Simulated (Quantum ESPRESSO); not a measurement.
# Magnetic state of LaCrGe3 from several starts, part 2 of 3

Aim: find out which collinear order of LaCrGe3 costs least.

Quantum ESPRESSO 7.5; LDA; plane waves with GBRV 1.5 LDA potentials, no spin-orbit coupling.

So far, absolute magnetization (μB): step 2 (run 1 (ferro ++)) 3.60.

### 3. Run 2 (antiferro +−)

Contents of pw.in:

```
&CONTROL
  calculation = 'scf'
  prefix = 'pwscf'
  outdir = './tmp'
  pseudo_dir = './pseudo'
  disk_io = 'nowf'
/
&SYSTEM
  ibrav = 0
  celldm(1) = 8
  nat = 10
  ntyp = 4
  ecutwfc = 40
  ecutrho = 280
  nbnd = 83
  occupations = 'smearing'
  smearing = 'fd'
  degauss = 0.00734986
  nspin = 2
  starting_magnetization(1) = 0
  starting_magnetization(2) = 0.1786
  starting_magnetization(3) = -0.1786
  starting_magnetization(4) = 0
/
&ELECTRONS
  conv_thr = 2d-08
  electron_maxstep = 150
  mixing_beta = 0.3
/
ATOMIC_SPECIES
La    138.9055 la_lda_v1.uspp.F.UPF
Cr1    51.9961 cr_lda_v1.5.uspp.F.UPF
Cr2    51.9961 cr_lda_v1.5.uspp.F.UPF
Ge     72.6300 ge_lda_v1.4.uspp.F.UPF
CELL_PARAMETERS alat
   1.4646322328912    0.0000000000000    0.0000000000000
  -0.7323161164456    1.2684087208794    0.0000000000000
   0.0000000000000    0.0000000000000    1.3620201043240
ATOMIC_POSITIONS crystal
La      0.3333333333    0.6666666667    0.7500000000
La      0.6666666667    0.3333333333    0.2500000000
Cr1     0.0000000000    0.0000000000    0.0000000000
Cr2     0.0000000000    0.0000000000    0.5000000000
Ge      0.1933500000    0.3867000000    0.2500000000
Ge      0.8066500000    0.1933500000    0.7500000000
Ge      0.6133000000    0.8066500000    0.2500000000
Ge      0.8066500000    0.6133000000    0.7500000000
Ge      0.1933500000    0.8066500000    0.2500000000
Ge      0.3867000000    0.1933500000    0.7500000000
K_POINTS automatic
6 6 6 0 0 0
```

On the command line:

```
$ OMP_NUM_THREADS=1 mpirun -n 4 pw.x -nk 4 -in pw.in > pw.out
```

The log of the run:

```text
[banner, memory and clock lines left out]
Program PWSCF v.7.5 starts

     Message from routine setup:
     using ibrav=0 with symmetry is DISCOURAGED, use correct ibrav instead

     bravais-lattice index     =            0
     lattice parameter (alat)  =       8.0000  a.u.
     unit-cell volume          =    1295.5115 (a.u.)^3
     number of atoms/cell      =           10
     number of atomic types    =            4
     number of electrons       =       134.00
     number of Kohn-Sham states=           83
     kinetic-energy cutoff     =      40.0000  Ry
     charge density cutoff     =     280.0000  Ry
     scf convergence threshold =      2.0E-08
     mixing beta               =       0.3000
     number of iterations used =            8  plain     mixing
     Exchange-correlation=  SLA  PZ   NOGX NOGC
                           (   1   1   0   0   0   0   0)

     celldm(1)=   8.000000  celldm(2)=   0.000000  celldm(3)=   0.000000
     celldm(4)=   0.000000  celldm(5)=   0.000000  celldm(6)=   0.000000

     crystal axes: (cart. coord. in units of alat)
               a(1) = (   1.464632   0.000000   0.000000 )
               a(2) = (  -0.732316   1.268409   0.000000 )
               a(3) = (   0.000000   0.000000   1.362020 )

     reciprocal axes: (cart. coord. in units 2 pi/alat)
               b(1) = (  0.682765  0.394195 -0.000000 )
               b(2) = (  0.000000  0.788389  0.000000 )
               b(3) = (  0.000000 -0.000000  0.734204 )

     PseudoPot. # 1 for La read from file:
     la_lda_v1.uspp.F.UPF
     Pseudo is Ultrasoft + core correction, Zval = 11.0

     PseudoPot. # 2 for Cr read from file:
     cr_lda_v1.5.uspp.F.UPF
     Pseudo is Ultrasoft + core correction, Zval = 14.0

     PseudoPot. # 3 for Cr read from file:
     cr_lda_v1.5.uspp.F.UPF
     Pseudo is Ultrasoft + core correction, Zval = 14.0

     PseudoPot. # 4 for Ge read from file:
     ge_lda_v1.4.uspp.F.UPF
     Pseudo is Ultrasoft + core correction, Zval = 14.0

     atomic species   valence    mass     pseudopotential
     La               11.00   138.90550     La( 1.00)
     Cr1              14.00    51.99610     Cr( 1.00)
     Cr2              14.00    51.99610     Cr( 1.00)
     Ge               14.00    72.63000     Ge( 1.00)

     Starting magnetic structure
     atomic species   magnetization
     La              0.000
     Cr1             0.179
     Cr2            -0.179
     Ge              0.000

     12 Sym. Ops., with inversion, found

   Cartesian axes

     site n.     atom                  positions (alat units)
         1        La     tau(   1) = (  -0.0000000   0.8456058   1.0215151  )
         2        La     tau(   2) = (   0.7323161   0.4228029   0.3405050  )
         3        Cr1    tau(   3) = (   0.0000000   0.0000000   0.0000000  )
         4        Cr2    tau(   4) = (   0.0000000   0.0000000   0.6810101  )
         5        Ge     tau(   5) = (  -0.0000000   0.4904937   0.3405050  )
         6        Ge     tau(   6) = (   1.0398523   0.2452468   1.0215151  )
         7        Ge     tau(   7) = (   0.3075362   1.0231619   0.3405050  )
         8        Ge     tau(   8) = (   0.7323161   0.7779151   1.0215151  )
         9        Ge     tau(   9) = (  -0.3075362   1.0231619   0.3405050  )
        10        Ge     tau(  10) = (   0.4247800   0.2452468   1.0215151  )

     number of k points=    34  Fermi-Dirac smearing, width (Ry)=  0.0073
                       cart. coord. in units 2pi/alat
        k(    1) = (   0.0000000   0.0000000   0.0000000), wk =   0.0046296
        k(    2) = (   0.0000000   0.0000000   0.1223673), wk =   0.0092593
        k(    3) = (   0.0000000   0.0000000   0.2447345), wk =   0.0092593
        k(    4) = (   0.0000000   0.0000000  -0.3671018), wk =   0.0046296
        k(    5) = (   0.0000000   0.1313982   0.0000000), wk =   0.0277778
        [... 29 further k-points ...]

     Dense  grid:   102491 G-vectors     FFT dimensions: (  64,  64,  60)

     Smooth grid:    44245 G-vectors     FFT dimensions: (  48,  48,  45)

     Check: negative core charge=   -0.000002
     Generating pointlists ...
     new r_m :   0.3034 (alat units)  2.4269 (a.u.) for type    1
     new r_m :   0.2463 (alat units)  1.9704 (a.u.) for type    2
     new r_m :   0.2463 (alat units)  1.9704 (a.u.) for type    3
     new r_m :   0.2463 (alat units)  1.9704 (a.u.) for type    4

     Initial potential from superposition of free atoms

     starting charge     131.9384, renormalised to     134.0000

     negative rho (up, down):  8.523E-02 8.523E-02
     Starting wfcs are  114 randomized atomic wfcs

     Self-consistent Calculation

     iteration #  1     ecut=    40.00 Ry     beta= 0.30
     Davidson diagonalization with overlap
     ethr =  1.00E-02,  avg # of iterations =  2.0

     negative rho (up, down):  8.115E-02 8.115E-02

     total energy              =   -1827.25068705 Ry
     estimated scf accuracy    <      17.64524547 Ry

     total magnetization       =    -0.00 Bohr mag/cell
     absolute magnetization    =     2.34 Bohr mag/cell

     iteration #  2     ecut=    40.00 Ry     beta= 0.30
     Davidson diagonalization with overlap
     ethr =  1.00E-02,  avg # of iterations =  6.1

     negative rho (up, down):  2.725E-02 2.729E-02

     total energy              =   -1832.00769800 Ry
     estimated scf accuracy    <      54.77481451 Ry

     total magnetization       =     0.00 Bohr mag/cell
     absolute magnetization    =     0.17 Bohr mag/cell

     [... further iterations left out ...]

     iteration # 18     ecut=    40.00 Ry     beta= 0.30
     Davidson diagonalization with overlap
     ethr =  8.84E-11,  avg # of iterations =  2.7

     negative rho (up, down):  5.419E-02 5.420E-02

     total energy              =   -1834.25958379 Ry
     estimated scf accuracy    <       0.00000005 Ry

     total magnetization       =    -0.01 Bohr mag/cell
     absolute magnetization    =     3.17 Bohr mag/cell

     iteration # 19     ecut=    40.00 Ry     beta= 0.30
     Davidson diagonalization with overlap
     ethr =  3.70E-11,  avg # of iterations =  4.0

     negative rho (up, down):  5.420E-02 5.420E-02

     Magnetic moment per site  (integrated on atomic sphere of radius R)
     atom   1 (R=0.303)  charge=  8.3362  magn=  0.0001
     atom   2 (R=0.303)  charge=  8.3362  magn=  0.0001
     atom   3 (R=0.246)  charge= 12.2461  magn=  1.2928
     atom   4 (R=0.246)  charge= 12.2461  magn= -1.3062
     atom   5 (R=0.246)  charge= 12.0305  magn=  0.0001
     atom   6 (R=0.246)  charge= 12.0305  magn=  0.0001
     atom   7 (R=0.246)  charge= 12.0305  magn=  0.0001
     atom   8 (R=0.246)  charge= 12.0305  magn=  0.0001
     atom   9 (R=0.246)  charge= 12.0305  magn=  0.0001
     atom  10 (R=0.246)  charge= 12.0305  magn=  0.0001

     End of self-consistent calculation

     [... lines left out ...]
     the Fermi energy is    13.0866 ev

!    total energy              =   -1834.25958378 Ry
     estimated scf accuracy    <       0.00000002 Ry
     smearing contrib. (-TS)   =      -0.01510128 Ry
     internal energy E=F+TS    =   -1834.24448250 Ry

     The total energy is F=E-TS. E is the sum of the following terms:
     one-electron contribution =    -942.56175203 Ry
     hartree contribution      =     583.90215658 Ry
     xc contribution           =    -486.24043450 Ry
     ewald contribution        =    -989.34445256 Ry

     total magnetization       =    -0.01 Bohr mag/cell
     absolute magnetization    =     3.17 Bohr mag/cell

     convergence has been achieved in  19 iterations
```

Wall time 2.6 min (4 MPI ranks of AMD EPYC 9R45, shared host); peak memory 1.9 GiB; 10 min of CPU time.

Spin moment in the atom's sphere by atom:

| atom | spin moment in the atom's sphere (μB) |
| --- | --- |
| La1 | 0.00 |
| La2 | 0.00 |
| Cr3 | 1.29 |
| Cr4 | -1.31 |
| Ge5 | 0.00 |
| Ge6 | 0.00 |
| Ge7 | 0.00 |
| Ge8 | 0.00 |
| Ge9 | 0.00 |
| Ge10 | 0.00 |

Read from the output:

```
smearing term TS       : 0.2055 eV
magnetization          : -0.013 μB
absolute magnetization : 3.173 μB
final state            : antiferromagnetic
```

### 4. Energies of the orders

An order is kept where moments of 0.15 μB or more survive with the typed signs; meshes match where a doubled cell samples the same k points as the first cell.

Orders:

| start | final state | typed order kept | energy over the lowest (meV a seeded atom) | largest site moment (μB) | net moment (μB a cell of the first run) | mesh matched | CPU time (s) |
| --- | --- | --- | --- | --- | --- | --- | --- |
| ferro ++ | ferromagnetic | yes | 0 | 1.405 | 2.597 | yes | 572.7 |
| antiferro +- | antiferromagnetic | yes | 51.67 | 1.306 | 0.0133 | yes | 629.9 |

### 5. The lowest state again, with its states saved

Changes to pw.in since step 3:

```diff
@@ -5,3 +5,3 @@
   pseudo_dir = './pseudo'
-  disk_io = 'nowf'
+  disk_io = 'low'
 /
@@ -11,6 +11,6 @@
   nat = 10
-  ntyp = 4
+  ntyp = 3
   ecutwfc = 40
   ecutrho = 280
-  nbnd = 83
+  nbnd = 90
   occupations = 'smearing'
@@ -21,4 +21,3 @@
   starting_magnetization(2) = 0.1786
-  starting_magnetization(3) = -0.1786
-  starting_magnetization(4) = 0
+  starting_magnetization(3) = 0
 /
@@ -31,4 +30,3 @@
 La    138.9055 la_lda_v1.uspp.F.UPF
-Cr1    51.9961 cr_lda_v1.5.uspp.F.UPF
-Cr2    51.9961 cr_lda_v1.5.uspp.F.UPF
+Cr     51.9961 cr_lda_v1.5.uspp.F.UPF
 Ge     72.6300 ge_lda_v1.4.uspp.F.UPF
@@ -41,4 +39,4 @@
 La      0.6666666667    0.3333333333    0.2500000000
-Cr1     0.0000000000    0.0000000000    0.0000000000
-Cr2     0.0000000000    0.0000000000    0.5000000000
+Cr      0.0000000000    0.0000000000    0.0000000000
+Cr      0.0000000000    0.0000000000    0.5000000000
 Ge      0.1933500000    0.3867000000    0.2500000000
```

The log of the run:

```text
     [... lines left out ...]
Program PWSCF v.7.5 starts
     [... lines left out ...]
     number of atoms/cell      =           10
     [... lines left out ...]
     number of electrons       =       134.00
     number of Kohn-Sham states=           90
     kinetic-energy cutoff     =      40.0000  Ry
     charge density cutoff     =     280.0000  Ry
     scf convergence threshold =      2.0E-08
     [... lines left out ...]
     24 Sym. Ops., with inversion, found (12 have fractional translation)
     [... lines left out ...]
     number of k points=    28  Fermi-Dirac smearing, width (Ry)=  0.0073
     [... lines left out ...]
     iteration # 18     ecut=    40.00 Ry     beta= 0.30
     [... lines left out ...]
     Magnetic moment per site  (integrated on atomic sphere of radius R)
     atom   1 (R=0.303)  charge=  8.3352  magn= -0.0432
     atom   2 (R=0.303)  charge=  8.3352  magn= -0.0432
     atom   3 (R=0.246)  charge= 12.2502  magn=  1.4051
     atom   4 (R=0.246)  charge= 12.2502  magn=  1.4051
     atom   5 (R=0.246)  charge= 12.0298  magn= -0.0286
     atom   6 (R=0.246)  charge= 12.0298  magn= -0.0286
     atom   7 (R=0.246)  charge= 12.0298  magn= -0.0286
     atom   8 (R=0.246)  charge= 12.0298  magn= -0.0286
     atom   9 (R=0.246)  charge= 12.0298  magn= -0.0286
     atom  10 (R=0.246)  charge= 12.0298  magn= -0.0286
     [... lines left out ...]
     the Fermi energy is    13.0758 ev
!    total energy              =   -1834.26717885 Ry
     estimated scf accuracy    <          2.7E-10 Ry
     smearing contrib. (-TS)   =      -0.01051167 Ry
     [... lines left out ...]
     total magnetization       =     2.60 Bohr mag/cell
     absolute magnetization    =     3.60 Bohr mag/cell
     convergence has been achieved in  18 iterations
```

Elapsed: 2.2 min, on 4 MPI ranks; peak memory 1.9 GiB.

This step gave:

* smearing term TS: 0.1430 eV
* magnetization: 2.598 μB
* absolute magnetization: 3.597 μB
* final state: ferromagnetic
* largest moment: 1.405 μB

[end of part 2 of 3]

[Logs and program files are shortened in this print: banners, set-up blocks, solver, clock and traceback lines can be left out without a mark of their own.]

[Logs are printed without paths, hosts, clocks, repeated set-up lines and the standing remarks that a program may print on its own settings, such as how far it seeks lower states.]

[Hosts, paths, dates, database ids (printed as entryN), source tags and the programs' standing remarks are cut or masked in the printed files.]

[Where a cell is said to come from a database of computed structures, the database is the Materials Project.]
